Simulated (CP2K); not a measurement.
Consider 5-fluoropyrimidine at its PBE geometry (Å).

```xyz
10

F    -2.4316    0.0977    0.2626
C    -1.0803    0.0410    0.1133
C    -0.3362    1.2140    0.0395
N     0.9986    1.1681   -0.0999
C     1.5443   -0.0598   -0.1602
N     0.9066   -1.2421   -0.1010
C    -0.4288   -1.1858    0.0372
H    -0.8185    2.1929    0.0916
H     2.6298   -0.1006   -0.2698
H    -0.9839   -2.1253    0.0868
```

Method: CP2K XAS_TDP, all-electron GAPW, PBEh(45%), aug-cc-pVDZ, TDA, GW2X-corrected core level, no relativity.

**Question.** Predict the bright core excitations at the C K edge.

Leading lines: C2 289.42 eV, C3 287.45 eV and C5 287.82 eV. The leading line of an atom is its first one with 35 % of the strongest within 2.5 eV of its lowest line over the strength cut. Core ionisation energies at this level: C3 293.93, C5 294.03 and C2 295.00 eV.

The first six lines of each atom with a strength over 0.0015:

```
                              atom  energy (eV)  states  strength, one atom  above the computed threshold
          C2 (bonded to 2 C and F)       289.42       1              0.0570                              
                                         291.95       1              0.0463                              
                                         294.35       1              0.0039                              
                                         295.41       1              0.0050                           yes
                                         295.87       1              0.0021                           yes
                                         295.91       1              0.0063                           yes
C3 (bonded to C, N and H), 2 alike       287.45       1              0.0547                              
                                         291.89       1              0.0147                              
                                         292.60       1              0.0035                              
                                         293.73       1              0.0019                              
                                         294.34       1              0.0108                           yes
                                         294.66       1              0.0069                           yes
          C5 (bonded to 2 N and H)       287.82       1              0.0602                              
                                         292.10       1              0.0126                              
                                         292.97       1              0.0032                              
                                         294.11       1              0.0025                           yes
                                         294.50       1              0.0083                           yes
                                         294.84       1              0.0111                           yes
```

Lines are vertical, at one geometry, with no vibrational structure. GW2X ionisation energies and lines can be off by 1 to 2 eV either way, and a good line position may hide errors that cancel. These values hold no scalar relativity, about 0.1 eV for C 1s. Rydberg lines, and the discretised continuum above threshold, depend on the basis and the box.

[Banner, clock and machine lines of the logs are left out without a mark of their own.]

[Logs are printed without paths, hosts, clocks, repeated set-up lines and the standing remarks that a program may print on its own settings, such as how far it seeks lower states.]

[Hosts, paths, dates, database ids (printed as entryN), source tags and the programs' standing remarks are cut or masked in the printed files.]
